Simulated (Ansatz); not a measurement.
**SiO2 (C2): how ε∞ follows the gap**

The empty bands of SiO2 (C2) are shifted up rigidly by Δ, and ε∞ along x is computed for each shift. x, y and z are the Cartesian axes of the input cell.

Symmetry: C2, No. 5, monoclinic system. The conventional cell has a = 8.515 Å, b = 4.917 Å, c = 5.407 Å, α = 90.00°, β = 90.00°, γ = 90.00°. Around Si on site c lie 4 O at 1.60 to 1.62 Å. Si on site b has 4 O at 1.61 Å as nearest neighbours. O on site c has 2 Si at 1.61 to 1.62 Å as nearest neighbours. Around O on site c lie 2 Si at 1.60 to 1.61 Å. Around O on site c lie 2 Si at 1.61 Å.

Method: Ansatz 0.2.0, LDA, independent particles, k-mesh 6×6×4 with interpolation inside its cells, Gaussian parameter 0.1 eV.

Launch of the response step: `ansatz run input.yaml --threads 4 --pin off --max-ram 8192MiB --backend cpu --events-out ev --progress --plain --runs-dir out`. The series took 8.9 min in all, on 4 threads of Intel(R) Xeon(R) Processor @ 2.50GHz (Skylake/Cascade Lake), on a shared host.

| Δ (eV) | ε∞ along x |
| --- | --- |
| 0.00 | 2.624 |
| 0.40 | 2.577 |
| 0.80 | 2.532 |
| 1.20 | 2.490 |
| 1.60 | ? |
| 2.00 | 2.413 |

With one effective transition at E₀ and fixed dipole strength, ε∞ − 1 = A/(E₀ + Δ), so 1/(ε∞ − 1) is linear in Δ.

Working, on the rows shown:

| x = Δ (eV) | y = 1/(ε∞ − 1) |
| --- | --- |
| 0 | 0.615764 |
| 0.4 | 0.634115 |
| 0.8 | 0.652742 |
| 1.2 | 0.671141 |
| 2 | 0.707714 |

Means: x̄ = 0.88, ȳ = 0.6563. Σ(x − x̄)(y − ȳ) = 0.1089, Σ(x − x̄)² = 2.368. Slope = 0.1089 / 2.368 = 0.046; intercept = ȳ − slope · x̄ = 0.61581. Turned back into ε∞ along x, the line misses the rows shown by at most 0.0003.

Fill in the last column of the withheld row.

At x = 1.6 the line gives y = 0.68942, that is 2.450. The run gave 2.451, so the interpolation is off by 0.0005, 0.2 % of the range in the table.

Refitted with all rows, the slope is 0.04595 and the intercept 0.61582. These give E₀ = intercept/slope = 13.4 eV, far above the least direct gap of 6.07 eV: most of the screening comes from transitions well over the edge. Over the first step ε∞ falls by 5 % per eV. Excitons are left out and so are local fields; LDA gaps are as a rule too small.
